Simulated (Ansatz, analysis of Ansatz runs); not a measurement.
# Y4S3N2 (C2/m), nudged elastic band: V_N hop (3.0 Å) (q = +3), part 2 of 3

Aim: the barrier of one jump in Y4S3N2 (C2/m) at charge +3: V_N hop (3.0 Å). The model is a cell of 108 host atoms with 1 N taken out; N is the atom that moves.

Ansatz 0.2.0; plane-wave PAW DFT, PBEsol; nudged elastic band between two relaxed defect structures at fixed charge in a uniform background.

So far: Set-up; Relaxation of the start point, charge +3.

**3. Relaxation of the end point, charge +3**

Level of this step: plane-wave PAW DFT, PBEsol; relaxation of all atoms of a defect supercell at fixed charge in a uniform background (Ansatz).

The end point is relaxed in the same cell and settings, so that the two energies compare. Atoms more than 3.2 Å from the middle of the hop start where the first relaxation left them, the nearer ones on or close to their ideal places, with small random displacements.

qp3_c108k1s.end/input.yaml

```yaml
crystal:
  lattice:
    - [0.0, -11.37446657, 0.0]
    - [-12.77813411, -3.79148886, 0.02476517]
    - [-0.65688509, -3.79148886, -15.28259504]
  atoms:
    - { symbol: "Y", position: [0.25359422, 0.06406435, 0.17479491] }
    - { symbol: "Y", position: [0.07891699, 0.43599661, 0.32650524] }
    - { symbol: "Y", position: [0.14546661, 0.13749288, 0.42700835] }
    - { symbol: "Y", position: [0.18639917, 0.36252924, 0.07555133] }
    - { symbol: S, position: [0.00049662, -0.0013267, -0.00026266] }
    - { symbol: S, position: [0.05713456, 0.21752781, 0.10875666] }
    - { symbol: S, position: [0.2745443, 0.28453939, 0.39564051] }
    - { symbol: "N", position: [0.21483428, 0.03634003, 0.31964522] }
    - { symbol: "N", position: [0.11798283, 0.46495145, 0.18264055] }
    - { symbol: "Y", position: [0.25118993, 0.06730164, 0.67709567] }
    - { symbol: "Y", position: [0.08012462, 0.43516733, 0.8244588] }
    - { symbol: "Y", position: [0.14482442, 0.1349261, 0.92959184] }
    - { symbol: "Y", position: [0.18605111, 0.36601043, 0.57312286] }
    - { symbol: S, position: [0.00119727, 0.00178986, 0.50043] }
    - { symbol: S, position: [0.05647736, 0.22093554, 0.60972311] }
    - { symbol: S, position: [0.27498952, 0.28171024, 0.89419819] }
    - { symbol: "N", position: [0.21427257, 0.03674012, 0.82019415] }
    - { symbol: "N", position: [0.11869494, 0.46359405, 0.68032113] }
    - { symbol: "Y", position: [0.25125164, 0.56676523, 0.17779957] }
    - { symbol: "Y", position: [0.08238637, 0.93362659, 0.32335767] }
    - { symbol: "Y", position: [0.14360269, 0.63804969, 0.43006372] }
    - { symbol: "Y", position: [0.18878314, 0.86294248, 0.07103516] }
    - { symbol: S, position: [0.00262985, 0.49953102, -0.00084033] }
    - { symbol: S, position: [0.06041302, 0.71566522, 0.10386546] }
    - { symbol: S, position: [0.27470381, 0.78195721, 0.39453845] }
    - { symbol: "N", position: [0.21486074, 0.53738314, 0.32269529] }
    - { symbol: "N", position: [0.11972427, 0.96209104, 0.17986867] }
    - { symbol: "Y", position: [0.25320871, 0.56483267, 0.6755412] }
    - { symbol: "Y", position: [0.08021265, 0.93531376, 0.82468433] }
    - { symbol: "Y", position: [0.14475168, 0.63788625, 0.92680555] }
    - { symbol: "Y", position: [0.18846802, 0.86656349, 0.57243058] }
    - { symbol: S, position: [-0.00177605, 0.50256545, 0.50219342] }
    - { symbol: S, position: [0.05150178, 0.72356842, 0.61004387] }
    - { symbol: S, position: [0.27648147, 0.78082908, 0.88995559] }
    - { symbol: "N", position: [0.452321, 0.462466, 0.68057] }
    - { symbol: "N", position: [0.11850016, 0.96572755, 0.68029653] }
    - { symbol: "Y", position: [0.58716673, 0.06309713, 0.17415885] }
    - { symbol: "Y", position: [0.41193754, 0.43634912, 0.32369951] }
    - { symbol: "Y", position: [0.47706542, 0.13183796, 0.42573578] }
    - { symbol: "Y", position: [0.52170562, 0.36202153, 0.07457553] }
    - { symbol: S, position: [0.33366242, -0.00128384, -0.00029518] }
    - { symbol: S, position: [0.39106863, 0.21735018, 0.1091687] }
    - { symbol: S, position: [0.61402121, 0.27602101, 0.38225083] }
    - { symbol: "N", position: [0.54813483, 0.03422623, 0.318548] }
    - { symbol: "N", position: [0.45035481, 0.46461664, 0.18143763] }
    - { symbol: "Y", position: [0.58445328, 0.06749331, 0.67729842] }
    - { symbol: "Y", position: [0.41345796, 0.43516733, 0.8244588] }
    - { symbol: "Y", position: [0.47873169, 0.13394733, 0.92992342] }
    - { symbol: "Y", position: [0.53863117, 0.34532473, 0.53886095] }
    - { symbol: S, position: [0.33215018, 0.00108777, 0.50048501] }
    - { symbol: S, position: [0.39195409, 0.22526992, 0.6104094] }
    - { symbol: S, position: [0.60817399, 0.28149006, 0.89380768] }
    - { symbol: "N", position: [0.54769547, 0.03622382, 0.82027923] }
    - { symbol: "Y", position: [0.586205, 0.56552089, 0.17567225] }
    - { symbol: "Y", position: [0.41319078, 0.93345375, 0.3231847] }
    - { symbol: "Y", position: [0.4784663, 0.63751488, 0.42852523] }
    - { symbol: "Y", position: [0.52167591, 0.86272216, 0.07100616] }
    - { symbol: S, position: [0.33186053, 0.50149863, 0.00263565] }
    - { symbol: S, position: [0.39311353, 0.71534142, 0.10394164] }
    - { symbol: S, position: [0.60767164, 0.7822955, 0.39457506] }
    - { symbol: "N", position: [0.54801421, 0.53532457, 0.32147504] }
    - { symbol: "N", position: [0.45223341, 0.96188249, 0.17958969] }
    - { symbol: "Y", position: [0.58654204, 0.56483267, 0.6755412] }
    - { symbol: "Y", position: [0.41308681, 0.93549766, 0.8244758] }
    - { symbol: "Y", position: [0.47891261, 0.63787007, 0.92676419] }
    - { symbol: "Y", position: [0.51872333, 0.86723062, 0.57228927] }
    - { symbol: S, position: [0.33658285, 0.50021694, 0.51030193] }
    - { symbol: S, position: [0.39176055, 0.71260344, 0.61234989] }
    - { symbol: S, position: [0.6108761, 0.77947337, 0.88747002] }
    - { symbol: "N", position: [0.54797173, 0.53640595, 0.81967887] }
    - { symbol: "N", position: [0.45061843, 0.96660464, 0.68000962] }
    - { symbol: "Y", position: [0.92103185, 0.06337477, 0.17448568] }
    - { symbol: "Y", position: [0.74884028, 0.43608528, 0.32248828] }
    - { symbol: "Y", position: [0.81776324, 0.13187775, 0.42616425] }
    - { symbol: "Y", position: [0.85496937, 0.36320771, 0.07164867] }
    - { symbol: S, position: [0.66772892, -0.00215049, -0.00064412] }
    - { symbol: S, position: [0.72512105, 0.21722477, 0.10862491] }
    - { symbol: S, position: [0.93915065, 0.28423961, 0.3952537] }
    - { symbol: "N", position: [0.88291037, 0.03426679, 0.31898961] }
    - { symbol: "N", position: [0.78561134, 0.46443598, 0.1798966] }
    - { symbol: "Y", position: [0.9197274, 0.0673687, 0.67702026] }
    - { symbol: "Y", position: [0.74827277, 0.43212733, 0.82586865] }
    - { symbol: "Y", position: [0.81252071, 0.13461995, 0.92940556] }
    - { symbol: "Y", position: [0.85434776, 0.36590719, 0.57311818] }
    - { symbol: S, position: [0.66461233, 0.00278377, 0.49962886] }
    - { symbol: S, position: [0.71715607, 0.22545702, 0.61058358] }
    - { symbol: S, position: [0.9424182, 0.28163385, 0.89114559] }
    - { symbol: "N", position: [0.8813752, 0.03633416, 0.82006869] }
    - { symbol: "N", position: [0.78427586, 0.46877227, 0.68159297] }
    - { symbol: "Y", position: [0.91984984, 0.56612104, 0.17567275] }
    - { symbol: "Y", position: [0.74775205, 0.93334767, 0.32321172] }
    - { symbol: "Y", position: [0.81121462, 0.63787959, 0.42908619] }
    - { symbol: "Y", position: [0.85525975, 0.86276136, 0.07113391] }
    - { symbol: S, position: [0.6649527, 0.49946327, -0.00089663] }
    - { symbol: S, position: [0.72529557, 0.71665961, 0.10679322] }
    - { symbol: S, position: [0.94207624, 0.78159246, 0.39279217] }
    - { symbol: "N", position: [0.87859278, 0.53737154, 0.32151747] }
    - { symbol: "N", position: [0.78620043, 0.96199381, 0.17973464] }
    - { symbol: "Y", position: [0.91765083, 0.56833331, 0.67841124] }
    - { symbol: "Y", position: [0.74704069, 0.93534938, 0.82378657] }
    - { symbol: "Y", position: [0.81172331, 0.63556146, 0.92942599] }
    - { symbol: "Y", position: [0.85237145, 0.87127963, 0.57067459] }
    - { symbol: S, position: [0.65711304, 0.49996015, 0.50988056] }
    - { symbol: S, position: [0.7257639, 0.72356893, 0.60980056] }
    - { symbol: S, position: [0.94454696, 0.77950984, 0.88762333] }
    - { symbol: "N", position: [0.88168073, 0.53358582, 0.82128977] }
    - { symbol: "N", position: [0.78397681, 0.96830861, 0.67974804] }
total_charge: 3
basis:
  ecutwfc: 420
  xc_grid: 2
hamiltonian:
  xc: pbesol
kpoints:
  mp_grid: { grid: [1, 1, 1], shift: [0.25, 0.25, 0.25] }
scf:
  occupations: { method: fixed }
  max_iter: 100
output:
  forces: true
relax:
  f_tol: 0.02
  max_steps: 70
  random_displacement: { amplitude: 0.01, seed: 9532 }
```

On the command line:

```bash
> ansatz run input.yaml --threads 32 --pin off --max-ram 84787MiB --backend cuda --events-out ev --progress --plain --runs-dir out --max-vram 78GiB
```

What it wrote:

```text
[...]
Crystal: 107 atoms, lattice volume = 2221.426 Å³
Basis set: ecut = 420 eV, 43387 PW (Γ), exchange–correlation on 160×180×216 points (8 copies of the dense FFT grid, shifted against one another)
Bands: 535, of which v1, the nominal top of the filled ones, is band 428 counted from 1 (427 counted from 0)
[...]
k-points: 1
[...]
SCF iter   1: F=—  HF=-222966.573030 eV  |F-HF|=—  |Δ(HF+E_count)|=         —  Δρ=8.22e-3  dr2=8.05e0  ethr=1.77e-3  ⟨swp⟩=4.0  Hψ=1713  notcnv=0  defer=104
[...]
SCF iter   2: F=—  HF=-222965.736661 eV  |F-HF|=—  |Δ(HF+E_count)|=   8.36e-1  Δρ=6.57e-3  dr2=8.06e0  ethr=9.41e-4  ⟨swp⟩=3.0  Hψ=954  notcnv=0  defer=103
[...]
SCF 1 converged in 18 iterations: F = -222965.108311 eV  dr2 = 1.73e-6
[...]
relax step   1: F+E_penalty+E_count = -222965.10831150 eV  Δ(F+E_penalty+E_count) = +0.000e0 eV  max|allowed force component| = 2.410e0 eV/Å  Δτ_max = 0.0000 Å  (18 SCF iters, dr2 threshold 1.00e-5 eV [...]
[...]
SCF 2 converged in 7 iterations: F = -222967.628282 eV  dr2 = 9.76e-5
[...]
SCF 7 converged in 7 iterations: F = -222968.975065 eV  dr2 = 7.52e-8
[...]
SCF converged after 7 iterations
[...]
```

Wall time 7.9 s (1 × NVIDIA GB200 with 32 threads of Arm Neoverse V2, shared host); peak memory 1.5 GiB; 26 s of CPU time.

Step by step:

```tsv
step	energy less that of the first step (eV)	largest force component (eV/Å)
1	0.0000	2.4102
2	-2.5200	1.5347
3	-3.4775	0.9563
4	-3.8074	0.1559
5	-3.8229	0.2164
6	-3.8650	0.0386
7	-3.8668	0.0137
```

The atoms that moved most (Å, from the sites as typed, ahead of the random displacement):

```tsv
atom	dx	dy	dz	length
Y30	-0.245	-0.003	-0.531	0.585
Y49	-0.243	-0.004	-0.530	0.584
Y47	0.205	-0.253	0.020	0.326
Y11	0.204	0.252	0.019	0.325
Y28	-0.030	0.000	0.299	0.300
S43	-0.123	0.005	-0.220	0.252
S24	-0.121	0.004	-0.220	0.251
S67	0.023	0.075	0.192	0.208
```

Neighbours of N35 at the end:

```tsv
atom	distance (Å)
Y47	2.201
Y49	2.219
Y28	2.233
Y63	2.397
N70	3.010
S68	3.387
S67	3.389
S103	3.457
```

Numbers from this step:

| Quantity | Value |
| --- | --- |
| free energy | -222968.9751 eV |
| r.m.s. move of the farther half of the atoms | 0.03711 Å |
| largest move from the ideal geometry of this structure, a common shift of the far atoms taken out | 0.5675 Å |

The relaxation gained 3.867 eV and ended with a largest force component of 0.014 eV/Å. The end lies within 1 meV of the start.

(Part 2 of 3 ends here.)

[Logs are printed without paths, hosts, clocks, repeated set-up lines and the standing remarks that a program may print on its own settings, such as how far it seeks lower states.]

[Hosts, paths, dates, database ids (printed as entryN), source tags and the programs' standing remarks are cut or masked in the printed files.]
